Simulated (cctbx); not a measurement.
## LiTiPS4F with cctbx, script by script

Library: cctbx 2025.11.

## 1. Energy scan

run.py:

```python
from cctbx import adptbx, crystal, miller, xray
from cctbx.array_family import flex
from cctbx.eltbx import sasaki

cs = crystal.symmetry(unit_cell=(6.251, 6.525, 8.8278, 108.8793, 106.289, 98.38), space_group_symbol='Hall: -P 1')  # P-1
atoms = [  # label, site, U (iso, or U11 U22 U33 U12 U13 U23 in A^2), occupancy
    ("Ti1", (0.5, 0.5, 0.5), 0.0088, 1),
    ("Ti2", (0, 0, 0), 0.0091, 1),
    ("S1", (0.7545, 0.2196, 0.8841), 0.0093, 1),
    ("S2", (0.3575, 0.8358, 0.6148), 0.0094, 1),
    ("S3", (0.277, 0.1549, 0.9097), 0.0087, 1),
    ("S4", (0.3484, 0.3221, 0.6576), 0.0099, 1),
    ("P1", (0.557, 0.8856, 0.2395), 0.0096, 1),
    ("F1", (0.8688, 0.6625, 0.7377), 0.0098, 1),
    ("Li1", (0.0792, 0.4308, 0.8095), 0.0111, 1),
]
xs = xray.structure(crystal_symmetry=cs)
for label, site, u, occ in atoms:
    u = adptbx.u_cif_as_u_star(cs.unit_cell(), u) if isinstance(u, tuple) else u
    xs.add_scatterer(xray.scatterer(label, site=site, u=u, occupancy=occ))
hkl = [(1, -1, 2), (0, 0, 1), (0, -1, 2), (0, 1, 1)]
ms = miller.set(cs, flex.miller_index(hkl + [tuple(-v for v in h) for h in hkl]), anomalous_flag=True)
print("E (eV)    f'(Ti)   f''   " + "".join("%16s" % ("|F|" + " ".join(map(str, h))) for h in hkl))
for e in [4366, 4716, 4846, 4906, 4936, 4951, 4958, 4962, 4970, 4974, 4981, 4996, 5026, 5116, 5366]:
    xs.set_inelastic_form_factors(12398.42 / e, "sasaki")
    t = sasaki.table("Ti").at_ev(e)
    f = flex.abs(ms.structure_factors_from_scatterers(xs, algorithm="direct").f_calc().data())
    n = len(hkl)
    print("%7.0f %7.2f %6.2f  " % (e, t.fp(), t.fdp()) + "".join("%9.1f/%6.1f" % (f[k], f[k + n]) for k in range(n)))
```

```console
$ python run.py
```

```text
E (eV)    f'(Ti)   f''          |F|1 -1 2        |F|0 0 1       |F|0 -1 2        |F|0 1 1
   4366   -2.01   0.56       38.5/  38.5     11.4/  11.4     47.7/  47.7     85.8/  85.8
   4716   -2.82   0.49       36.9/  36.9     11.4/  11.4     47.8/  47.8     84.3/  84.3
   4846   -3.54   0.46       35.5/  35.5     11.4/  11.4     47.8/  47.8     82.9/  82.9
   4906   -4.27   0.45       34.1/  34.1     11.4/  11.4     47.8/  47.8     81.5/  81.5
   4936   -5.02   0.45       32.6/  32.6     11.5/  11.5     47.8/  47.8     80.0/  80.0
   4951   -5.73   0.45       31.2/  31.2     11.5/  11.5     47.8/  47.8     78.6/  78.6
   4958   -6.38   0.44       29.9/  29.9     11.5/  11.5     47.9/  47.9     77.3/  77.3
   4962   -7.07   0.44       28.6/  28.6     11.5/  11.5     47.9/  47.9     76.0/  76.0
   4970   -7.47   4.00       29.2/  29.2     11.5/  11.5     47.9/  47.9     76.1/  76.1
   4974   -6.55   4.00       30.9/  30.9     11.5/  11.5     47.9/  47.9     77.9/  77.9
   4981   -5.78   3.99       32.3/  32.3     11.5/  11.5     47.9/  47.9     79.4/  79.4
   4996   -5.00   3.96       33.8/  33.8     11.5/  11.5     47.9/  47.9     80.9/  80.9
   5026   -4.12   3.92       35.4/  35.4     11.5/  11.5     47.9/  47.9     82.6/  82.6
   5116   -2.99   3.79       37.5/  37.5     11.5/  11.5     47.9/  47.9     84.8/  84.8
   5366   -1.81   3.50       39.6/  39.6     11.5/  11.5     47.8/  47.8     87.0/  87.0
```

Run time: 0.43 s on 1 thread of Arm Neoverse N1 (shared host), peak memory 0.07 GiB.

[Logs are printed without paths, hosts, clocks, repeated set-up lines and the standing remarks that a program may print on its own settings, such as how far it seeks lower states.]
